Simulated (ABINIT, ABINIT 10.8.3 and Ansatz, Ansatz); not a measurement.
# NaHF2 (R-3m): Bethe-Salpeter spectra with ABINIT

Aim: the absorption spectrum of NaHF2 (R-3m) with electron-hole interaction, and what each part of the kernel does.

Method: PBEsol and many-body steps on it, plane waves, in ABINIT 10.8.3 and Ansatz 0.2.0.

### 1. The starting structure

The structure is trigonal, space group R-3m (No. 166). Conventional cell: a = 3.474 Å, b = 3.474 Å, c = 13.750 Å, α = 90.00°, β = 90.00°, γ = 120.00°. Na has 6 F at 2.32 Å nearest. H has 2 F at 1.13 Å nearest. F has 1 H at 1.13 Å and 3 Na at 2.32 Å nearest. Farther neighbours and most contacts between anions are not listed.

The cell and positions come from the Crystallography Open Database and are kept as given unless a step says otherwise.

### 2. Empty states on the mesh, 4×4×4 mesh, 39 bands

This step: ABINIT 10.8.3; DFT, PBEsol, plane waves, norm-conserving pseudopotentials.

The sums over transitions need many empty states on a uniform mesh; this step solves for them.

Contents of run.abi:

```
acell 3*1.0 Angstrom
rprim 
  1.737000000015 1.002857417591 4.583333333300
  -1.737000000015 1.002857417591 4.583333333300
  -0.000000000000 -2.005714835182 4.583333333300
ntypat 3
znucl 11 1 9
natom 4
typat 1 2 3 3
xred 
  0.000000000000 0.000000000000 0.000000000000
  0.500000000000 0.500000000000 0.500000000000
  0.417600000000 0.417600000000 0.417600000000
  0.582400000000 0.582400000000 0.582400000000
pp_dirpath "pseudos"
pseudos "Na.upf, H.upf, F.upf"
ecut 38
ngkpt 4 4 4
nshiftk 1
shiftk 0 0 0
kptopt 1
chksymbreak 0
iscf -2
irdden 1
istwfk *1
nband 39
nbdbuf 4
tolwfr 1e-09
nstep 60
prtvol 0
indata_prefix "in"
outdata_prefix "out"
tmpdata_prefix "tmp"
```

The run is started by

```sh
> OMP_NUM_THREADS=1 mpirun -n 4 abinit run.abi > log
```

Numbers of over 12 decimals in the logs are rounded to 6 here.

Log:

```text
.Version 10.8.3 of ABINIT. v10.8.2 released Aug 2026.

 Symmetries : space group R-3 m (#166); Bravais hR (rhombohedral)
[... echo of the input left out ...]
== DATASET  1 ==================================================================
-   mpi_nproc: 4, omp_nthreads: 1 (-1 if OMP is not activated)

--- !DatasetInfo
iteration_state: {dtset: 1, }
dimensions: {natom: 4, nkpt: 13, mband: 39, nsppol: 1, nspinor: 1, nspden: 1, mpw: 3640, }
cutoff_energies: {ecut:  38.0, pawecutdg:  -1.0, }
[...]
0.57446    0.57446    0.64840    0.64840    0.67414    0.72660    0.72660    0.72981
   0.72981    0.80432    0.92618    1.01880    1.01880    1.03459    1.03459    1.07107
   1.15305    1.23022    1.23022    1.27556    1.27556    1.34907    1.37392
 prteigrs : prtvol=0 or 1, do not print more k-points.

== END DATASET(S) ==============================================================
================================================================================

 -outvars: echo values of variables after computation  --------
            nband          39
             nkpt          13
          spgroup         166
 [... the other variables as echoed above ...]

 Calculation completed.
```

Elapsed: 14 s, on 4 MPI ranks of Arm Neoverse V1, shared host; peak memory 0.31 GiB; 54 s of CPU time.

This step gave:

* gap: 6.931 eV
* k of the valence top: 0.5, 0.5, 0.5
* k of the conduction bottom: 0, 0, 0
* least direct gap: 7.132 eV
* k points computed: 13
* lowest point of the top converged band, above the valence top: 36.09 eV

On this mesh the gap is 6.931 eV.

The density comes from a self-consistent run that is not shown.

### 3. Screening, 4×4×4 mesh, 35 bands, screening to 98 eV

The RPA dielectric matrix is built and inverted for each q.

This step: RPA screening on PBEsol, plane waves, norm-conserving pseudopotentials.

Changes to run.abi since step 2:

```diff
@@ -22,10 +22,11 @@
 chksymbreak 0
-iscf -2
-irdden 1
 istwfk *1
-nband 39
-nbdbuf 4
-tolwfr 1e-09
-nstep 60
-prtvol 0
+occopt 1
+irdwfk 1
+optdriver 3
+nband 35
+ecuteps 3.6
+inclvkb 2
+awtr 1
+symchi 1
 indata_prefix "in"
```

Log:

```text
.Version 10.8.3 of ABINIT. v10.8.2 released Aug 2026.

 Symmetries : space group R-3 m (#166); Bravais hR (rhombohedral)
[... echo of the input left out ...]
== DATASET  1 ==================================================================
-   mpi_nproc: 4, omp_nthreads: 1 (-1 if OMP is not activated)

--- !DatasetInfo
iteration_state: {dtset: 1, }
dimensions: {natom: 4, nkpt: 13, mband: 35, nsppol: 1, nspinor: 1, nspden: 1, mpw: 3640, }
cutoff_energies: {ecut:  38.0, pawecutdg:  -1.0, }
[...]
--------------------------------------------------------------------------------
[... chi0 elements left out ...]
 For q-point:  0.000010 0.000020 0.000030
  dielectric constant =   1.6450
  dielectric constant without local fields =   1.7113

  Average fulfillment of the sum rule on Im[epsilon] for q-point    1 :     22.59  [%]
[... wings left out ...]
  q-point number  2        q = ( 0.250000, 0.000000, 0.000000) [r.l.u.]
--------------------------------------------------------------------------------
[... chi0 elements left out ...]
  Average fulfillment of the sum rule on Im[epsilon] for q-point    2 :     32.02  [%]

 [... 11 further q-points ...]
```

Elapsed: 26 s, on 4 MPI ranks; peak memory 1.1 GiB; 1.7 min of CPU time.

Numbers from this step:

```
ε∞ with local fields, on this mesh, along the program's q direction : 1.645
the same without local fields                                       : 1.711
plasma frequency                                                    : 26.28 eV
plane waves in the screening matrix                                 : 103
```

Local fields lower ε∞ by 4 %.

### 4. Self-energy, 4×4×4 mesh, 35 bands, screening to 98 eV

The self-energy is evaluated for the states that the input lists, and the levels follow from it, in one-shot runs by the linearised quasiparticle equation.

This step: G0W0 on PBEsol, plane waves, norm-conserving pseudopotentials.

Changes to run.abi since step 3:

```diff
@@ -25,8 +25,17 @@
 irdwfk 1
-optdriver 3
+optdriver 4
 nband 35
+gwcalctyp 0
+ecutsigx 38
+symsigma 1
+nkptgw 2
+kptgw 
+  0.5000000000 0.5000000000 0.5000000000
+  0.0000000000 0.0000000000 0.0000000000
+bdgw 
+  11 14
+  10 14
 ecuteps 3.6
-inclvkb 2
-awtr 1
-symchi 1
+irdscr 1
+ppmodel 1
 indata_prefix "in"
```

Log:

```text
.Version 10.8.3 of ABINIT. v10.8.2 released Aug 2026.

 Symmetries : space group R-3 m (#166); Bravais hR (rhombohedral)
[... echo of the input left out ...]
== DATASET  1 ==================================================================
-   mpi_nproc: 4, omp_nthreads: 1 (-1 if OMP is not activated)

--- !DatasetInfo
iteration_state: {dtset: 1, }
dimensions: {natom: 4, nkpt: 13, mband: 35, nsppol: 1, nspinor: 1, nspden: 1, mpw: 3640, }
cutoff_energies: {ecut:  38.0, pawecutdg:  -1.0, }
[...]
Band     E0 <VxcDFT>   SigX SigC(E0)      Z dSigC/dE  Sig(E)    E-E0       E
[...]
13   3.489  -8.257  -4.342  -1.969   0.916  -0.091  -6.473   1.784   5.273
       14   9.789  -7.583  -3.079  -2.164   0.914  -0.094  -5.444   2.140  11.928

== END DATASET(S) ==============================================================
================================================================================

 -outvars: echo values of variables after computation  --------
           etotal      0.0000000000E+00
            nband          35
             nkpt          13
          spgroup         166
 [... the other variables as echoed above ...]

 Calculation completed.
```

Elapsed: 4.5 s, on 4 MPI ranks; peak memory 1.1 GiB; 18 s of CPU time.

Numbers from this step:

* G0W0 gap on the points computed: 11.53 eV
* starting gap on the mesh: 6.931 eV
* k of the valence top: 0, 0, 0
* k of the conduction bottom: 0, 0, 0
* least direct G0W0 gap on the computed points: 11.53 eV

The gap on the mesh goes from 6.93 eV to 11.53 eV, a correction of +4.60 eV.

The gap opens by 4.602 eV; the next steps shift the empty bands rigidly by 4.602 eV. The least direct G0W0 gap is 11.533 eV, so this shift leaves the direct transitions +0.20 eV off.

### 5. Excitons

Light makes an electron and a hole together. The Bethe-Salpeter equation adds their screened attraction and their exchange, in a window of bands around the gap.

This step: Bethe-Salpeter equation on PBEsol with a scissors shift, plane waves, norm-conserving pseudopotentials.

Changes to run.abi since step 4:

```diff
@@ -25,17 +25,17 @@
 irdwfk 1
-optdriver 4
-nband 35
-gwcalctyp 0
-ecutsigx 38
-symsigma 1
-nkptgw 2
-kptgw 
-  0.5000000000 0.5000000000 0.5000000000
-  0.0000000000 0.0000000000 0.0000000000
-bdgw 
-  11 14
-  10 14
+optdriver 99
+bs_calctype 1
+mbpt_sciss 4.602 eV
+bs_loband 7
+nband 14
+bs_exchange_term 1
+bs_coulomb_term 11
+bs_coupling 0
+bs_algorithm 1
+bs_freq_mesh 0 18 0.1 eV
+zcut 0.15 eV
 ecuteps 3.6
+ecutwfn 19
+inclvkb 2
 irdscr 1
-ppmodel 1
 indata_prefix "in"
```

Log:

```text
.Version 10.8.3 of ABINIT. v10.8.2 released Aug 2026.

 Symmetries : space group R-3 m (#166); Bravais hR (rhombohedral)
[... echo of the input left out ...]
== DATASET  1 ==================================================================
-   mpi_nproc: 4, omp_nthreads: 1 (-1 if OMP is not activated)

--- !DatasetInfo
iteration_state: {dtset: 1, }
dimensions: {natom: 4, nkpt: 13, mband: 14, nsppol: 1, nspinor: 1, nspden: 1, mpw: 1295, }
cutoff_energies: {ecut:  19.0, pawecutdg:  -1.0, }
electrons: {nelect:   2.40000000E+01, charge:   0.00000000E+00, occopt:   1.00000000E+00, tsmear:   1.00000000E-02, }

 Exciton: Calculation of dielectric properties by solving the Bethe-Salpeter equation
 in frequency domain and reciprocal space on a transitions basis set.
 Based on a program developed by L. Reining, V. Olevano, F. Sottile,
 S. Albrecht, and G. Onida. Incorporated in ABINIT by M. Giantomassi.

.Using double precision arithmetic ; gwpc =  8

[... cell and pseudopotentials left out ...]
--------------------------------------------------------------------------------

 ==== K-mesh for the wavefunctions ====
 Number of points in the irreducible wedge :    13
[... list of points left out ...]
 Together with 12 symmetry operations and time-reversal symmetry
 yields    64 points in the full Brillouin Zone.

 ==== Q-mesh for the screening function ====
 Number of points in the irreducible wedge :    13
[... list of points left out ...]
 Together with 12 symmetry operations and time-reversal symmetry
 yields    64 points in the full Brillouin Zone.

 vcoul_init : cutoff-mode = AUXILIARY_FUNCTION
 q-points for optical limit:   1
     1)      0.000010    0.000020    0.000030
 setmesh: FFT mesh size selected  =    27x   27x   27
          total number of points  =        19683

 ==== Fundamental parameters for the solution of the Bethe-Salpeter equation: ====
 Algorithm: Direct diagonalization.
 Dimension of the v, W matrices,  npweps  = 103
 Cutoff for the wavefunctions,    npwwfn  = 1295
 Number of k-points in the IBZ,   nkibz   = 13
 Highest empty band included,     nband   = 14
 === Spin UP ===
 Number of resonant transitions          768
 Lowest occupied state                   7
 Highest occupied state                  12
 Lowest unoccupied state                 13
 Highest unoccupied state                14
 Minimum frequency [eV]           Emin    =   0.00
 Maximum frequency [eV]           Emax    =  18.00
 Frequency step [eV]              dE      =   0.10
 Lorentzian broadening [eV]       eta     =   0.15
 RPA L0 with KS energies and KS wavefunctions
 Scissors operator energy [eV] =          4.60
 Local fields effects (v term) included
 Excitonic effects (W term) included
 Full W_GG' included
 W is read from an external SCR file
 Resonant-only calculation (Hermitian case)

 Calculating epsilon_Macro(q-->0,w), along the following directions:
 q = (  0.883944  0.000000  0.000000) [r.l.u.]
 q = (  0.000000  0.883944  0.000000) [r.l.u.]
 q = (  0.000000  0.000000  0.883944) [r.l.u.]
 q = (  0.522419 -0.522419  0.000000) [r.l.u.]
 q = (  0.301619  0.301619 -0.603237) [r.l.u.]
 q = (  1.378480  1.378480  1.378480) [r.l.u.]
 Number of electrons calculated from density =   23.9433; Expected =   24.0000
 average of density, n =  0.074065
 r_s =    1.4772
 omega_plasma =   26.2521 [eV]

. Writing resonant excitonic Hamiltonian on file out_BSR; file size=   0.00 [Gb].
 Direct diagonalization of the resonant excitonic Hamiltonian, Matrix size= 768
. Using LAPACK sequential version.
 Excitonic eigenvalues in eV up to n=   32
   9.43567   9.43944   9.62467   9.79638   9.80249  10.62658  10.62845  10.75866
  10.75941  10.77631  10.99028  10.99125  11.04430  11.05129  11.19228  11.23303
  11.23810  11.24555  11.30882  11.31431  11.32831  11.34718  11.43827  11.52474
  11.53406  11.54230  11.64176  11.64714  11.66248  11.67741  11.72851  11.73198

 First excitonic eigenvalue=    9.44 [eV]
 Last  excitonic eigenvalue=   21.50 [eV]

 GW  direct gap      11.73  0.00 [eV]
 EXC direct gap       9.44  0.00 [eV]
 EXC binding energy   2.30  0.00 [eV]

 Excitonic eigenvalues up to the GW energy gap [eV]
  1 (  9.44  0.00)
  2 (  9.44  0.00)
  3 (  9.62  0.00)
  4 (  9.80  0.00)
  5 (  9.80  0.00)
  6 ( 10.63  0.00)
[...]
31 ( 11.73  0.00)
 32 ( 11.73  0.00)
 33 ( 11.73  0.00)

 Macroscopic dielectric function:
 omega [eV] <KS_RPA_nlf>  <GW_RPA_nlf>  <BSE>
   0.0000   1.2738   0.0000   1.1912   0.0000   1.2483   0.0000
   0.1000   1.2738   0.0001   1.1912   0.0000   1.2483   0.0001
   0.2000   1.2739   0.0002   1.1913   0.0000   1.2484   0.0001
   0.3000   1.2740   0.0002   1.1913   0.0001   1.2485   0.0002
   0.4000   1.2742   0.0003   1.1914   0.0001   1.2486   0.0002
   0.5000   1.2744   0.0004   1.1914   0.0001   1.2488   0.0003
   0.6000   1.2747   0.0005   1.1915   0.0001   1.2490   0.0003
   0.7000   1.2750   0.0005   1.1916   0.0002   1.2492   0.0004
   0.8000   1.2754   0.0006   1.1918   0.0002   1.2495   0.0005
   0.9000   1.2758   0.0007   1.1919   0.0002   1.2499   0.0005

 Writing KS-RPA macroscopic dielectric function without local fields to file: out_RPA_NLF_MDF
 Writing GW-RPA macroscopic dielectric function without local fields to file: out_GW_NLF_MDF
 Writing EXC Macroscopic dielectric function to file: out_EXC_MDF

== END DATASET(S) ==============================================================
================================================================================

 -outvars: echo values of variables after computation  --------
           etotal      0.0000000000E+00
            nband          14
             nkpt          13
          spgroup         166
 [... the other variables as echoed above ...]

 Calculation completed.
```

Wall time 24 s (4 MPI ranks); peak memory 0.43 GiB; 94 s of CPU time.

Numbers from this step:

* direct gap of the transition levels: 11.73 eV
* transitions in the window: 768
* first strong exciton (over a fiftieth of the strongest listed): 9.625 eV
* lowest state: 9.436 eV
* binding of the lowest state below the direct gap: 2.298 eV
* Coulomb term of one mesh cell: 1.711 eV

The binding is 1.3 times the screened Coulomb term of one mesh cell (1.71 eV), so it is not shown settled.

The lowest state lies at 9.436 eV, 2.298 eV under the direct gap.

Lines within 3 meV are set at the lowest of them, and the highest group, which the list may cut short, is left out. Lines of the exciton spectrum (strongest = 100):

```
position (eV)  lines merged  oscillator strength, relative
        9.436             1                            0.9
        9.439             1                            1.0
        9.625             1                             91
        9.796             1                            100
        9.803             1                             97
       10.627             2                            0.2
       10.759             2                            0.1
       10.776             1                             38
       10.990             2                            4.4
       11.044             1                             28
       11.051             1                             27
       11.192             1                            0.0
```

The ε₂ has structure finer than the step of the table below, so its rows give means over 1 eV, whole bins alone (the curve runs from 0 to 18 eV). Peaks (eV: height): BSE 9.8: 2.74, 11.0: 0.855, 13.9: 0.723; no electron-hole interaction 13.6: 0.972, 16.1: 1.21, 17.6: 0.821; Kohn-Sham, no shift 9.0: 0.972, 11.5: 1.21, 13.0: 0.820, 13.5: 0.802.

Mean over the three Cartesian directions of q; broadening 0.15 eV; transition window only. Limits: finite bands, cutoff and mesh; exciton not shown settled in the k mesh. Table of ε₂ by photon energy; means over each step:

```
photon energy (eV)      BSE  no electron-hole interaction  Kohn-Sham, no shift
                 1   5.9e-4                        2.4e-4               7.9e-4
                 2  0.00125                        5.2e-4              0.00170
                 3  0.00207                        8.2e-4              0.00287
                 4  0.00317                       0.00117              0.00463
                 5  0.00484                       0.00161              0.00780
                 6  0.00778                       0.00218               0.0161
                 7   0.0140                       0.00298                0.118
                 8   0.0332                       0.00419                0.276
                 9    0.259                       0.00624                0.760
                10     1.22                        0.0105                0.554
                11    0.572                        0.0279                0.681
                12    0.257                         0.184                0.871
                13    0.462                         0.439                0.651
                14    0.592                         0.769                0.465
                15    0.475                         0.480                0.121
                16    0.374                         0.941               0.0551
                17    0.232                         0.670               0.0436
```

[end of part 1 of 3]

[Paths, hosts, dates, memory and timing lines, banners, echoed tables and standing remarks are left out of the program output.]

[Logs are printed without paths, hosts, clocks, repeated set-up lines and the standing remarks that a program may print on its own settings, such as how far it seeks lower states.]

[Runs of the session that timed out or met a known fault of the program may be left out.]

[Hosts, paths, dates, database ids (printed as entryN), source tags and the programs' standing remarks are cut or masked in the printed files.]

[G0W0 gaps are taken among the corrected bands and points alone; a level outside them can change the order at an edge.]

[Where Ansatz stands beside ABINIT at settings called matched, ABINIT's density can come from a denser mesh and the files from another edition; pairs whose starting gaps differed by over 0.03 eV were left out, so agreement reads better than it is.]
